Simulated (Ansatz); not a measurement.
# Electron–phonon scattering in Ag-Zn-Zn-Ag stack of (100) layers, part 4 of 4

Question: is the lattice of Ag-Zn-Zn-Ag stack of (100) layers stable, and if so, what are its coupling constant and resistivity?

Ansatz 0.2.0; DFT PBEsol, scalar-relativistic, plane waves, PAW; PAW set soft_1.

So far, coupling constant λ: step 6 (electron–phonon run: q 3×3×1, k 9×9×1, scattering 12×12×1) 0.278; step 7 (scattering mesh 20×20×1) 0.301. Also resistivity at 300 K (μΩ cm): step 6 11.8; step 7 12.1.

### 8. Resistivity: q 3×3×1, k 9×9×1, scattering 16×16×1

The next rung changes the scattering mesh, which samples the Fermi surface.

Input file input.yaml:

```yaml
crystal:
  lattice:
    - [2.7662764227, 0.0, 0.0]
    - [0.0, 2.7662764227, 0.0]
    - [0.0, 0.0, 35.5773943932]
  atoms:
    - { symbol: Ag, position: [0.0, 0.0, 0.1585802829] }
    - { symbol: Zn, position: [0.5, 0.5, 0.2117228436] }
    - { symbol: Zn, position: [0.0, 0.0, 0.2629802731] }
    - { symbol: Ag, position: [0.5, 0.5, 0.3161228338] }
  periodic: [true, true, false]
kpoints:
  mp_grid: { grid: [9, 9, 1] }
hamiltonian:
  xc: pbesol
  pseudopotentials: { kind: paw, azcp: { folder: soft_1 }, xc_functional: pbe }
scf:
  occupations: { method: methfessel_paxton, width: 0.2 }
output:
  eigenvalues: true
phonons:
  method: dfpt
  qmesh: [3, 3, 1]
  temperatures: { t_max: 1000, t_step: 50 }
  qpath:
    path: [[0.0, 0.0, 0.0], [0.0, 0.5, 0.0], [0.5, 0.5, 0.0], [0.0, 0.0, 0.0]]
    npoints: 10
  electrical_resistivity:
    mesh: [16, 16, 1]
    temperatures: [20.0, 50.0, 77.0, 100.0, 150.0, 200.0, 300.0, 400.0, 600.0, 800.0]
  superconductivity: { mesh: [16, 16, 1] }
```

The run is started by

```
$ ansatz run input.yaml --threads 4 --pin off --max-ram 12288MiB --backend cpu --events-out ev --progress --plain --runs-dir out
```

Numbers of over 12 decimals in the logs are rounded to 6 here.

The program printed:

```text
[...]
Crystal: 4 atoms, lattice volume = 272.248 Å³
Basis set: ecut = 420 eV, 5443 PW (Γ), exchange–correlation on 40×40×480 points (8 copies of the dense FFT grid, shifted against one another)
Bands: 38, of which v1, the nominal top of the filled ones, is band 31 counted from 1 (30 counted from 0)
Symmetry: 16 space group operations
k-points: 15 of 81 (irreducible under 8 space group operations)
[...]
0.14      0.003         0.003    none_found    none_found    none_found    none_found     none_found
      0.16      0.000         0.000    none_found    none_found    none_found    none_found     none_found
      0.20      0.000         0.000    none_found    none_found    none_found    none_found     none_found
  none_found: no transition down to 0.1 K
[...]
vibrations of 9 cells: unjudged by the run; compare a larger repeat
[...]
[key lines of the parts left out:]
SCF converged after 13 iterations
Free energy (F): -21605.552102 eV
Fermi energy:    -4.480139 eV
```

It took 9.1 min on 4 threads of Arm Neoverse V2, shared host; peak memory 4 GiB.

Numbers from this step:

```
sheet resistance 300K                : 33.8 Ω/square, mean in the plane
resistivity at 300 K                 : 12.02 μΩ cm, mean of the axes, of the whole cell with its vacuum
coupling constant λ                  : 0.2939
density of states at the Fermi level : 0.5944 states/eV a spin and cell
log mean phonon energy ħω_log        : 10.45 meV
transport coupling constant λ_tr     : 0.2513, 0.2513, 0 (xx, yy, zz)
Drude plasma energy                  : 4.803, 4.803, 0 eV (xx, yy, zz), of the whole cell with its vacuum
second-moment phonon energy ħω₂      : 14.14 meV
```

The self-energy step met imaginary modes, so this run fell back to plain Fourier phonons and is not comparable with runs that kept it. By its own test the run is not converged in the mesh. λ = 0.294 and 33.8 Ω per square at 300 K, against 0.278 and 33.3 in the run with q 3×3×1, k 9×9×1, scattering 12×12×1 (+5.6 % and +1.5 %). The run's own test puts 12 % between its two finest meshes on the component of the resistivity at 300 K that moves most, more than that change.

### 9. Cost and result by level

Times are for 4 threads of Arm Neoverse V2, shared host. Results by setting:

```csv
no.,run,"sheet resistance 300K (Ω/square, mean in the plane)",coupling constant λ,log mean phonon energy ħω_log (meV),time,memory (GiB)
1,"q 3×3×1, k 9×9×1, scattering 12×12×1",33.3,0.2782,10.59,9.3 min,4.0
2,"q 3×3×1, k 9×9×1, scattering 20×20×1",33.93,0.3013,10.38,9.2 min,4.0
3,"q 3×3×1, k 9×9×1, scattering 16×16×1",33.8,0.2939,10.45,9.1 min,4.0
```

The Eliashberg function α²F, α²F has structure finer than the step of the table below, so its rows give means over 1 meV, whole bins alone (the curve runs from 0.096 to 24.5 meV). Peaks (meV: height): q 3×3×1, k 9×9×1, scattering 12×12×1 6.8: 0.105, 9.9: 0.097, 14.1: 0.199, 15.3: 0.142, 21.6: 0.248, 23.4: 0.211; q 3×3×1, k 9×9×1, scattering 20×20×1 8.4: 0.105, 9.9: 0.117, 14.1: 0.209, 15.5: 0.17, 21.6: 0.261, 23.4: 0.238; q 3×3×1, k 9×9×1, scattering 16×16×1 8.4: 0.106, 9.9: 0.0982, 14.1: 0.202, 15.5: 0.170, 21.4: 0.263, 23.4: 0.236.

The runs together, line α²F. The Eliashberg function α²F, α²F by phonon energy; means over each step:

```csv
phonon energy (meV),"q 3×3×1, k 9×9×1, scattering 12×12×1","q 3×3×1, k 9×9×1, scattering 20×20×1","q 3×3×1, k 9×9×1, scattering 16×16×1"
1,8.5e-4,0.00139,0.00139
2,0.00506,0.00687,0.00653
3,0.0108,0.0176,0.0145
4,0.0195,0.0215,0.0229
5,0.0405,0.0439,0.0392
6,0.0493,0.0538,0.0587
7,0.0899,0.0809,0.0746
8,0.0881,0.0925,0.0926
9,0.0503,0.0502,0.0515
10,0.0520,0.0545,0.0527
11,0.0340,0.0357,0.0325
12,0.0443,0.0438,0.0437
13,0.0989,0.115,0.109
14,0.143,0.150,0.151
15,0.125,0.135,0.128
16,0.0982,0.112,0.108
17,0.0461,0.0464,0.0481
18,0.0543,0.0553,0.0573
19,0.0532,0.0609,0.0590
20,0.0724,0.0743,0.0724
21,0.126,0.130,0.130
22,0.161,0.172,0.170
23,0.166,0.186,0.177
24,0.110,0.129,0.133
```

### 10. Summary of results

```
run                                             : PBEsol, q 3×3×1, k 9×9×1, scattering 16×16×1
coupling constant λ                             : 0.294
log mean phonon energy ħω_log                   : 10.4 meV
states at the Fermi level                       : 0.594 states/eV/spin/cell
sheet resistance at 300 K                       : 33.8 Ω per square
change between its two finest scattering meshes : λ 7 %, resistivity at 300 K 12 %
time of that run                                : 9.1 min
```

In words: On the last rung that gave a resistivity at the base settings (q 3×3×1, k 9×9×1, scattering 16×16×1), Ag-Zn-Zn-Ag stack of (100) layers has λ = 0.29 and a phonon-limited sheet resistance of 33.8 Ω per square at 300 K. Across the runs of step 9 the sheet resistance 300K runs from 33.3 Ω/square, mean in the plane (q 3×3×1, k 9×9×1, scattering 12×12×1) to 33.93 Ω/square, mean in the plane (q 3×3×1, k 9×9×1, scattering 20×20×1). The coupling is weak (λ = 0.29), so phonons raise the electrons' mass at the Fermi surface by about 29 %. Values of ρ(T) under 50 K rest on the softest modes, mostly interpolated ones, and are the least sure of the table. The high-temperature form ρ = 2π k_B T λ_tr/(ħ ε₀ ω_p²) gives 13.2 μΩ cm along x at 300 K, against 12.0 from the Boltzmann equation. Ziman's lowest order at 300 K, 12.8, lies between: the step down to it comes mostly from the finite phonon energies, and the full solution lies lower still, since it lets the current shift to the states that scatter least. By their share in the modes' patterns, Ag atoms take 53 % of λ. The three lowest branches give 38 % of λ. By the run's own test, which takes the component that moves most, the resistivity at 300 K moves by 12 % between its two finest scattering meshes, so it is not converged. In the run quoted no mode is imaginary at the wavevectors of the 3×3×1 mesh; another run of the session found or stopped at an imaginary mode. A coarser run stopped at an imaginary mode, so the soft modes hang on the meshes. Only scattering by harmonic phonons counts; impurities, grain boundaries and thermal expansion are left out. The resistivity belongs to the whole cell, vacuum included; the sheet resistance is the quantity that does not depend on the vacuum. The PAW files were made for PBE; under other functionals the run regenerates their frozen core. The c of the given cell is the typed one; the program laid its own vacuum and ran the layer in a cell 35.6 Å high. The structure was built by hand as an ordered model, and its stability against other phases was not tested.

[Logs are printed without paths, hosts, clocks, repeated set-up lines and the standing remarks that a program may print on its own settings, such as how far it seeks lower states.]

[Hosts, paths, dates, database ids (printed as entryN), source tags and the programs' standing remarks are cut or masked in the printed files.]
